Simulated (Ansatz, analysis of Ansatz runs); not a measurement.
# Local vibrational mode of the N-H pair in ZnSe (PBE)

How near does this set-up come to the measured local vibrational mode? Subject: N-H pair in ZnSe. Set-up: PBE, 64-site cell, PBE lattice, 420 eV, k: the single point 1/4 1/4 1/4, anharmonic cut along the mode. The model is a cell of 64 host atoms with N put on another atom's site and H put in between. The frequencies come from force constants among the defect atom and its neighbours, with the masses of the isotopes named.

**The experiment.** N-H stretch, 1H: 3194 cm⁻¹ at 9 K, by FTIR absorption and Raman spectroscopy (quoted in “Hydrogen in Compound Semiconductors”, 1993, E.E. Haller, quoting earlier work). N-H wag, 1H: 783 cm⁻¹ at 9 K, by FTIR absorption and Raman spectroscopy (quoted in “Hydrogen in Compound Semiconductors”, 1993, E.E. Haller, quoting earlier work). The runs below try to reproduce this.

Calculated with Ansatz 0.2.0; plane-wave PAW DFT, PBE; relaxation of all atoms of a defect supercell.

## 1. The structure

The cell holds 65 atoms: 32 Zn, 31 Se, 1 N and 1 H. Cell: a = 11.464 Å, b = 11.464 Å, c = 11.464 Å, α = 90.0°, β = 90.0°, γ = 90.0°. It derives from ZnSe (space group F-43m). Nearest the centre at fractional (0.355, 0.355, 0.605): H65 at 0.39 Å, N16 at 0.64 Å, Zn12 at 2.54 Å, Zn27 at 2.64 Å, Zn57 at 2.64 Å, Zn42 at 2.64 Å, Se6 at 3.74 Å, Se7 at 3.74 Å.

The host's primitive cell comes from a first run (plane-wave PAW DFT, PBE; relaxation of the host's cell and atoms): vectors of 4.053, 4.053 and 4.053 Å. That is 23.54 Å³ an atom, 3.4 % over the diffraction cell's volume. The supercell is built on it.

## 2. Relaxation, charge 0

Every later number rests on the structure around the defect, so the atoms are relaxed at the host's lattice first.

relax/input.yaml reads:

```yaml
relax:
  f_tol: 0.01
  max_steps: 80
  random_displacement: { amplitude: 0.02, seed: 114 }
crystal:
  lattice:
    - [11.46365847, 0.0, 0.0]
    - [0.0, 0.0, -11.46365847]
    - [0.0, 11.46365847, 0.0]
  atoms:
    - { symbol: Zn, position: [0.0, 0.0, 0.0] }
    - { symbol: Zn, position: [0.0, 0.25, 0.25] }
    - { symbol: Zn, position: [0.25, 0.0, 0.25] }
    - { symbol: Zn, position: [0.25, 0.25, 0.0] }
    - { symbol: Se, position: [0.125, 0.125, 0.125] }
    - { symbol: Se, position: [0.125, 0.375, 0.375] }
    - { symbol: Se, position: [0.375, 0.125, 0.375] }
    - { symbol: Se, position: [0.375, 0.375, 0.125] }
    - { symbol: Zn, position: [0.0, 0.0, 0.5] }
    - { symbol: Zn, position: [0.0, 0.25, 0.75] }
    - { symbol: Zn, position: [0.25, 0.0, 0.75] }
    - { symbol: Zn, position: [0.227337078, 0.227337078, 0.477337078] }
    - { symbol: Se, position: [0.125, 0.125, 0.625] }
    - { symbol: Se, position: [0.125, 0.375, 0.875] }
    - { symbol: Se, position: [0.375, 0.125, 0.875] }
    - { symbol: "N", position: [0.387587605, 0.387587605, 0.637587605] }
    - { symbol: Zn, position: [0.0, 0.5, 0.0] }
    - { symbol: Zn, position: [0.0, 0.75, 0.25] }
    - { symbol: Zn, position: [0.25, 0.5, 0.25] }
    - { symbol: Zn, position: [0.25, 0.75, 0.0] }
    - { symbol: Se, position: [0.125, 0.625, 0.125] }
    - { symbol: Se, position: [0.125, 0.875, 0.375] }
    - { symbol: Se, position: [0.375, 0.625, 0.375] }
    - { symbol: Se, position: [0.375, 0.875, 0.125] }
    - { symbol: Zn, position: [0.0, 0.5, 0.5] }
    - { symbol: Zn, position: [0.0, 0.75, 0.75] }
    - { symbol: Zn, position: [0.25, 0.5, 0.75] }
    - { symbol: Zn, position: [0.25, 0.75, 0.5] }
    - { symbol: Se, position: [0.125, 0.625, 0.625] }
    - { symbol: Se, position: [0.125, 0.875, 0.875] }
    - { symbol: Se, position: [0.375, 0.625, 0.875] }
    - { symbol: Se, position: [0.375, 0.875, 0.625] }
    - { symbol: Zn, position: [0.5, 0.0, 0.0] }
    - { symbol: Zn, position: [0.5, 0.25, 0.25] }
    - { symbol: Zn, position: [0.75, 0.0, 0.25] }
    - { symbol: Zn, position: [0.75, 0.25, 0.0] }
    - { symbol: Se, position: [0.625, 0.125, 0.125] }
    - { symbol: Se, position: [0.625, 0.375, 0.375] }
    - { symbol: Se, position: [0.875, 0.125, 0.375] }
    - { symbol: Se, position: [0.875, 0.375, 0.125] }
    - { symbol: Zn, position: [0.5, 0.0, 0.5] }
    - { symbol: Zn, position: [0.5, 0.25, 0.75] }
    - { symbol: Zn, position: [0.75, 0.0, 0.75] }
    - { symbol: Zn, position: [0.75, 0.25, 0.5] }
    - { symbol: Se, position: [0.625, 0.125, 0.625] }
    - { symbol: Se, position: [0.625, 0.375, 0.875] }
    - { symbol: Se, position: [0.875, 0.125, 0.875] }
    - { symbol: Se, position: [0.875, 0.375, 0.625] }
    - { symbol: Zn, position: [0.5, 0.5, 0.0] }
    - { symbol: Zn, position: [0.5, 0.75, 0.25] }
    - { symbol: Zn, position: [0.75, 0.5, 0.25] }
    - { symbol: Zn, position: [0.75, 0.75, 0.0] }
    - { symbol: Se, position: [0.625, 0.625, 0.125] }
    - { symbol: Se, position: [0.625, 0.875, 0.375] }
    - { symbol: Se, position: [0.875, 0.625, 0.375] }
    - { symbol: Se, position: [0.875, 0.875, 0.125] }
    - { symbol: Zn, position: [0.5, 0.5, 0.5] }
    - { symbol: Zn, position: [0.5, 0.75, 0.75] }
    - { symbol: Zn, position: [0.75, 0.5, 0.75] }
    - { symbol: Zn, position: [0.75, 0.75, 0.5] }
    - { symbol: Se, position: [0.625, 0.625, 0.625] }
    - { symbol: Se, position: [0.625, 0.875, 0.875] }
    - { symbol: Se, position: [0.875, 0.625, 0.875] }
    - { symbol: Se, position: [0.875, 0.875, 0.625] }
    - { symbol: H, position: [0.335271, 0.335271, 0.585271] }
basis:
  ecutwfc: 420
  xc_grid: 2
hamiltonian:
  xc: pbe
kpoints:
  mp_grid: { grid: [1, 1, 1], shift: [0.25, 0.25, 0.25] }
scf:
  occupations: { method: fermi_dirac, width: 0.01 }
  max_iter: 120
output:
  forces: true
checkpoint:
  write: "../relax.run"
  compress: false
  write_wavefunctions: true
  write_every: 100000
```

Launch:

```
$ ansatz run input.yaml --threads 4 --pin off --max-ram 14131MiB --backend cpu --events-out ev --progress --plain --runs-dir out
```

Numbers of over 12 decimals in the logs are rounded to 6 here.

The program printed:

```text
[... repeated set-up lines and file paths are left out, and long positions are rounded to six places ...]
Engine: ansatz 0.2.0, x86_64-unknown-linux-gnu
Pseudopotentials: kind: paw
Pseudopotential: Zn, paw, valence charge 12, recommended cutoff 420 eV (normal), Zn.paw.azcp
Pseudopotential: Se, paw, valence charge 16, recommended cutoff 420 eV (normal), Se.paw.azcp
Pseudopotential: N, paw, valence charge 5, recommended cutoff 420 eV (normal), N.paw.azcp
Pseudopotential: H, paw, valence charge 1, recommended cutoff 420 eV (normal), H.paw.azcp
Functional definition: PBE
  parameter kappa = 0.804
  parameter beta = 0.066725
  exchange = pbe_x(kappa = kappa, mu = beta*pi^2/3)
  correlation = pbe_c(beta = beta)
Crystal: 65 atoms, lattice volume = 1506.502 Å³
Basis set: ecut = 420 eV, 29423 PW (Γ), exchange–correlation on 160×160×160 points (8 copies of the dense FFT grid, shifted against one another)
Bands: 532, of which v1, the nominal top of the filled ones, is band 443 counted from 1 (442 counted from 0)
Symmetry: 1 space group operations
k-points: 1
Non-local potential: Zn, projectors of the file, l = 0: 2, l = 1: 2, l = 2: 3, l = 3: 1
Non-local potential: Se, projectors of the file, l = 0: 2, l = 1: 2, l = 2: 3, l = 3: 1
Non-local potential: N, projectors of the file, l = 0: 2, l = 1: 2, l = 2: 1
Non-local potential: H, projectors of the file, l = 0: 2, l = 1: 1
PAW form: soft (Blöchl's): semilocal exchange-correlation on the pseudo side does not see the compensation charge
PAW one-centre angular grid: Zn, 590 points (default); XC on 64 Gauss nodes
PAW one-centre angular grid: Se, 590 points (default); XC on 64 Gauss nodes
PAW one-centre angular grid: N, 110 points (default); XC on 64 Gauss nodes
PAW one-centre angular grid: H, 110 points (default); XC on 64 Gauss nodes
Initial density: superposition of atomic densities (neutral atoms: chi_scale 0, normalization atom), corrected by the library's trained network
Initial wavefunctions: pseudopotential atomic-orbital guess
Functional: x = pbe(κ = 0.804, μ = 0.219515), c = pbe(β = 0.066725)
SCF iter   1: F=—  HF=-276192.742435 eV  |F-HF|=—  |Δ(HF+E_count)|=         —  Δρ=2.41e-3  dr2=1.67e-1  ethr=1.77e-3  ⟨swp⟩=6.0  Hψ=2073  notcnv=0  defer=8
preconditioner: auto → Resta (q_TF=auto, 2.497 Å⁻¹)  ε∞=5.5  [insulator: Δε(μ)=2.029 eV  Ē_g=10.771 eV  σ=0.010 eV  W_gap=1.00  n_scr=388 (ndim 8)  ℏωp=23.0 eV  f_vac=0.129  D(μ)=0.00/eV (n_scr^D=0)  ε∞_Penn≈5.5]
SCF iter   2: F=—  HF=-276192.716440 eV  |F-HF|=—  |Δ(HF+E_count)|=   2.60e-2  Δρ=1.34e-3  dr2=2.92e-2  ethr=1.89e-5  ⟨swp⟩=3.0  Hψ=909  notcnv=0  defer=80
SCF iter   3: F=—  HF=-276192.712469 eV  |F-HF|=—  |Δ(HF+E_count)|=   3.97e-3  Δρ=5.69e-4  dr2=1.12e-2  ethr=3.30e-6  ⟨swp⟩=2.0  Hψ=749  notcnv=0  defer=80
SCF iter   4: F=—  HF=-276192.711341 eV  |F-HF|=—  |Δ(HF+E_count)|=   1.13e-3  Δρ=1.81e-4  dr2=6.82e-4  ethr=1.26e-6  ⟨swp⟩=2.0  Hψ=748  notcnv=0  defer=80
SCF iter   5: F=—  HF=-276192.710747 eV  |F-HF|=—  |Δ(HF+E_count)|=   5.95e-4  Δρ=1.23e-4  dr2=1.94e-4  ethr=7.70e-8  ⟨swp⟩=2.0  Hψ=740  notcnv=0  defer=80
SCF iter   6: F=—  HF=-276192.710715 eV  |F-HF|=—  |Δ(HF+E_count)|=   3.17e-5  Δρ=4.57e-5  dr2=2.75e-5  ethr=2.19e-8  ⟨swp⟩=2.0  Hψ=739  notcnv=0  defer=80
SCF iter   7: F=—  HF=-276192.710731 eV  |F-HF|=—  |Δ(HF+E_count)|=   1.64e-5  Δρ=1.49e-5  dr2=4.50e-6  ethr=3.11e-9  ⟨swp⟩=2.0  Hψ=975  notcnv=0  defer=80
SCF iter   8: F=-276192.710738 eV  HF=-276192.710737 eV  |F-HF|=1.09e-6  |Δ(HF+E_count)|=   5.38e-6  Δρ=6.57e-6  dr2=8.32e-7  ethr=2.82e-10  ⟨swp⟩=4.0  Hψ=1827  notcnv=0
SCF 1 converged in 8 iterations: F = -276192.710738 eV  dr2 = 8.32e-7
  greatest PAW one-centre occupation: 1.000 electrons in one spin orbital (limit 2), on the Se atom at site 5 (counted from 0), in its partial waves of l = 2
relax step   1: F+E_penalty+E_count = -276192.71073774 eV  Δ(F+E_penalty+E_count) = +0.000e0 eV  max|allowed force component| = 1.357e0 eV/Å  Δτ_max = 0.0000 Å  (8 SCF iters, dr2 threshold 2.50e-6 eV, accepted)
[... the SCF cycles and remarks between the steps are left out from here to the last step ...]
relax step   2: F+E_penalty+E_count = -276193.80696138 eV  Δ(F+E_penalty+E_count) = -1.096e0 eV  max|allowed force component| = 1.004e0 eV/Å  Δτ_max = 0.1949 Å  (7 SCF iters, dr2 threshold 1.00e-4 eV, accepted)
relax step   3: F+E_penalty+E_count = -276194.28345849 eV  Δ(F+E_penalty+E_count) = -4.765e-1 eV  max|allowed force component| = 3.053e-1 eV/Å  Δτ_max = 0.1949 Å  (7 SCF iters, dr2 threshold 6.30e-5 eV, accepted)
relax step   4: F+E_penalty+E_count = -276194.34165052 eV  Δ(F+E_penalty+E_count) = -5.819e-2 eV  max|allowed force component| = 2.317e-1 eV/Å  Δτ_max = 0.1615 Å  (7 SCF iters, dr2 threshold 8.63e-6 eV, accepted)
relax step   5: F+E_penalty+E_count = -276194.35345853 eV  Δ(F+E_penalty+E_count) = -1.181e-2 eV  max|allowed force component| = 9.007e-2 eV/Å  Δτ_max = 0.0264 Å  (6 SCF iters, dr2 threshold 4.97e-6 eV, accepted)
relax step   6: F+E_penalty+E_count = -276194.35536274 eV  Δ(F+E_penalty+E_count) = -1.904e-3 eV  max|allowed force component| = 8.322e-3 eV/Å  Δτ_max = 0.0093 Å  (6 SCF iters, dr2 threshold 1.23e-6 eV, accepted)
iter 1 solved again at ethr=3.64e-11 eV; its pass at ethr=3.10e-3 eV (dr2=3.23e-7 eV) is discarded
SCF iter   1: F=—  HF=-276194.355734 eV  |F-HF|=—  |Δ(HF+E_count)|=         —  Δρ=3.68e-6  dr2=3.23e-7  ethr=3.64e-11  ⟨swp⟩=1.0  Hψ=1476  notcnv=0  defer=85
SCF iter   2: F=—  HF=-276194.355363 eV  |F-HF|=—  |Δ(HF+E_count)|=   3.71e-4  Δρ=2.40e-6  dr2=1.55e-7  ethr=3.64e-11  ⟨swp⟩=2.0  Hψ=735  notcnv=0  defer=85
SCF iter   3: F=-276194.355363 eV  HF=-276194.355363 eV  |F-HF|=2.16e-8  |Δ(HF+E_count)|=   9.62e-8  Δρ=1.65e-6  dr2=4.70e-8  ethr=1.13e-11  ⟨swp⟩=4.0  Hψ=1643  notcnv=0
SCF 7 converged in 3 iterations: F = -276194.355363 eV  dr2 = 4.70e-8
relax step   7: F+E_penalty+E_count = -276194.35536279 eV  Δ(F+E_penalty+E_count) = -5.198e-8 eV  max|allowed force component| = 8.325e-3 eV/Å  Δτ_max = 0.0000 Å  (3 SCF iters, accepted)
NSCF: frozen V_eff on 1 k-points
the band table was solved once a step of the walk had ended and its energy, with any forces and stress, was formed, with the checks that follow a solve (1587 applications of the Hamiltonian). They found nothing against the state; [...]
SCF converged after 3 iterations
Free energy (F): -276194.355363 eV
Harris-Foulkes:  -276194.355363 eV  (|F-HF|=2.16e-8)
Internal energy: -276194.355363 eV  (E = F + TS)
E sigma→0 (E₀):  -276194.355363 eV
Fermi energy:    7.143717 eV
--- Per-component energies (eV) ---
  E_band       = -12237.973093
  E_kinetic    = 7998.127538
  E_local      = -140594.912457  (includes V_loc(G=0)·N_el)
  E_nonlocal   = 1243.489126
  E_hartree    = 64928.034926
  E_xc         = -7673.947479
  E_vxc        = -4773.462627  (∫ρ·V_xc dr)
  E_paw        = -117891.210369  (= ΣΔE_a)
  E_vpaw       = -5967.274947  (= ΣTr[D̂ρ^β])
  E_aug_tail   = -0.030530  (compensation charges beyond the density's cutoff)
  E_ewald      = -84203.906117
  E_smearing   = -0.000000  (= −TS)
  E_closure    = -0.000000  (closes the sum)
  Σ components = -276194.355363   (vs F -276194.355363, Δ=0.00e0)
--- Forces (eV/Å), atoms counted from 1 ---
  atom   1  Zn    -0.00018038     0.00057611     0.00013022
  atom   2  Zn    -0.00062848    -0.00051913    -0.00249347
  [... 3 atoms left out ...]
  atom   6  Se     0.00008492    -0.00047689     0.00231841
  atom   7  Se    -0.00186097    -0.00044848     0.00008430
  [... 4 atoms left out ...]
  atom  12  Zn     0.00089983     0.00131940    -0.00049761
  atom  13  Se    -0.00025846    -0.00141511    -0.00000014
  [... 2 atoms left out ...]
  atom  16  N      0.00811818     0.00756114    -0.00682560
  [... 6 atoms left out ...]
  atom  23  Se    -0.00072648    -0.00099330    -0.00176158
  [... 3 atoms left out ...]
  atom  27  Zn    -0.00457100     0.00493771    -0.00439301
  [... 14 atoms left out ...]
  atom  42  Zn     0.00447939     0.00505787     0.00469881
  [... 14 atoms left out ...]
  atom  57  Zn     0.00448034    -0.00513177    -0.00415676
  [... 7 atoms left out ...]
  atom  65  H     -0.00832506    -0.00780543     0.00827699
  max |Σ_I F_I| component: 2.88e-5 eV/Å
--- Band table (eV) ---
  k-point 0: bands = ["-40.7741", "-40.7738", "-40.7736", "-40.7683", [... 524 left out ...] "13.2596", "13.3808", "13.3809", "13.4080"]
--- Relaxed structure (7 steps of the walk, 7 accepted, 0 SCFs on fresh bases) ---
  F+E_penalty+E_count = -276194.35536279 eV   max|allowed force component| = 8.325e-3 eV/Å
  atoms:
    - { symbol: Zn, position: [-0.000164, -0.000433, -0.001449] }
    - { symbol: Zn, position: [-0.004474, 0.249331, 0.245287] }
    [... 3 atoms left out ...]
    - { symbol: Se, position: [0.121259, 0.376574, 0.371025] }
    - { symbol: Se, position: [0.376835, 0.120984, 0.371036] }
    [... 4 atoms left out ...]
    - { symbol: Zn, position: [0.215592, 0.215334, 0.465344] }
    - { symbol: Se, position: [0.121260, 0.120991, 0.626582] }
    [... 2 atoms left out ...]
    - { symbol: N, position: [0.392858, 0.392629, 0.642613] }
    [... 6 atoms left out ...]
    - { symbol: Se, position: [0.377766, 0.618347, 0.382029] }
    [... 3 atoms left out ...]
    - { symbol: Zn, position: [0.279055, 0.486351, 0.736336] }
    [... 14 atoms left out ...]
    - { symbol: Zn, position: [0.486579, 0.278817, 0.736330] }
    [... 14 atoms left out ...]
    - { symbol: Zn, position: [0.486602, 0.486342, 0.528822] }
    [... 7 atoms left out ...]
    - { symbol: H, position: [0.340888, 0.340660, 0.590615] }
```

Elapsed: 2.7 min, on 4 threads of AMD EPYC 9R14 (Zen 4), shared host; peak memory 4.5 GiB; 10 min of CPU time.

Step by step:

| step | energy less that of the first step (eV) | largest force component (eV/Å) |
| --- | --- | --- |
| 1 | 0.0000 | 1.3567 |
| 2 | -1.0962 | 1.0037 |
| 3 | -1.5727 | 0.3053 |
| 4 | -1.6309 | 0.2317 |
| 5 | -1.6427 | 0.0901 |
| 6 | -1.6446 | 0.0083 |
| 7 | -1.6446 | 0.0083 |

The atoms that moved most (Å, from the sites as typed, ahead of the random displacement, the mean shift of all atoms taken out):

| atom | dx | dy | dz | length |
| --- | --- | --- | --- | --- |
| Zn42 | -0.155 | -0.155 | -0.333 | 0.398 |
| Zn57 | -0.154 | 0.332 | 0.154 | 0.398 |
| Zn27 | 0.332 | -0.155 | 0.154 | 0.398 |
| Zn12 | -0.135 | -0.135 | 0.135 | 0.234 |
| Se15 | 0.031 | -0.074 | -0.083 | 0.115 |
| Se45 | -0.074 | 0.031 | -0.083 | 0.115 |
| Se14 | 0.083 | -0.074 | -0.031 | 0.115 |
| Se38 | -0.074 | 0.083 | -0.031 | 0.115 |

Neighbours of the ideal centre at the end:

| atom | distance (Å) |
| --- | --- |
| H65 | 0.286 |
| N16 | 0.746 |
| Zn27 | 2.299 |
| Zn42 | 2.302 |
| Zn57 | 2.302 |
| Zn12 | 2.774 |
| Se6 | 3.801 |
| Se13 | 3.802 |
| Se7 | 3.804 |

Neighbours of the added atoms: H65: N16 1.03, Zn57 2.47, Zn42 2.47 Å.

Read from the output:

```yaml
free_energy: -276194.3554 eV
```

The relaxation ends 25 meV an atom lower than the displaced start, with a largest force component of 0.0083 eV/Å.

[end of part 1 of 2]

[Logs are printed without paths, hosts, clocks, repeated set-up lines and the standing remarks that a program may print on its own settings, such as how far it seeks lower states.]

[Hosts, paths, dates, database ids (printed as entryN), source tags and the programs' standing remarks are cut or masked in the printed files.]

[For some hosts the program warned that the k-mesh of the response run may be too coarse for force constants and the static dielectric constant; such warnings are not shown here.]
